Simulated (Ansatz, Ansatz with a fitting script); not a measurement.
Planning a run of Ansatz 0.2.0 on Ga2O3 (C2/m). The input:

```yaml
crystal:
  lattice:
    - [5.9395999617, -1.4769247621, 0.0]
    - [5.9395999617, 1.4769247621, 0.0]
    - [-1.3479973174, 0.0, 5.475683592]
  atoms:
    - { symbol: Ga, position: [0.0925999429, 0.0925999429, 0.7966232175] }
    - { symbol: Ga, position: [0.9074000571, 0.9074000571, 0.2033767825] }
    - { symbol: Ga, position: [0.6602556213, 0.6602556213, 0.3126433584] }
    - { symbol: Ga, position: [0.3397443787, 0.3397443787, 0.6873566416] }
    - { symbol: O, position: [0.1743389585, 0.1743389585, 0.1086025894] }
    - { symbol: O, position: [0.8256610415, 0.8256610415, 0.8913974106] }
    - { symbol: O, position: [0.1705344181, 0.1705344181, 0.5562178271] }
    - { symbol: O, position: [0.8294655819, 0.8294655819, 0.4437821729] }
    - { symbol: O, position: [0.4973249536, 0.4973249536, 0.2498895197] }
    - { symbol: O, position: [0.5026750464, 0.5026750464, 0.7501104803] }
kpoints:
  mp_grid: { grid: [8, 8, 4] }
hamiltonian:
  xc: r2scan
  pseudopotentials: { kind: paw, source: ansatz }
  dispersion: d4
scf:
  occupations: { method: fixed }
  n_extra_bands: 7
  lower_state_search: "off"
  convergence: { dr2_threshold: 1.0e-09 }
output:
  eigenvalues: true
```

```sh
ansatz run input.yaml --threads 16 --pin off --max-ram 73728MiB --backend cpu --events-out ev --progress --plain --runs-dir out
```

**Question.** How long will it take on 16 threads of Arm Neoverse V2, shared host, and how much memory?

It took 26 s; on shared hardware allow 13 s to 53 s. Peak host memory was 6.3 GiB. The sizes that set the cost: 10209 plane waves a state, 78 irreducible k points and 12 SCF cycles.

[Paths, hosts, dates, memory and timing lines, banners, echoed tables and standing remarks are left out of the program output.]

[Logs are printed without paths, hosts, clocks, repeated set-up lines and the standing remarks that a program may print on its own settings, such as how far it seeks lower states.]

[Runs of the session that timed out or met a known fault of the program may be left out.]

[Hosts, paths, dates, database ids (printed as entryN), source tags and the programs' standing remarks are cut or masked in the printed files.]
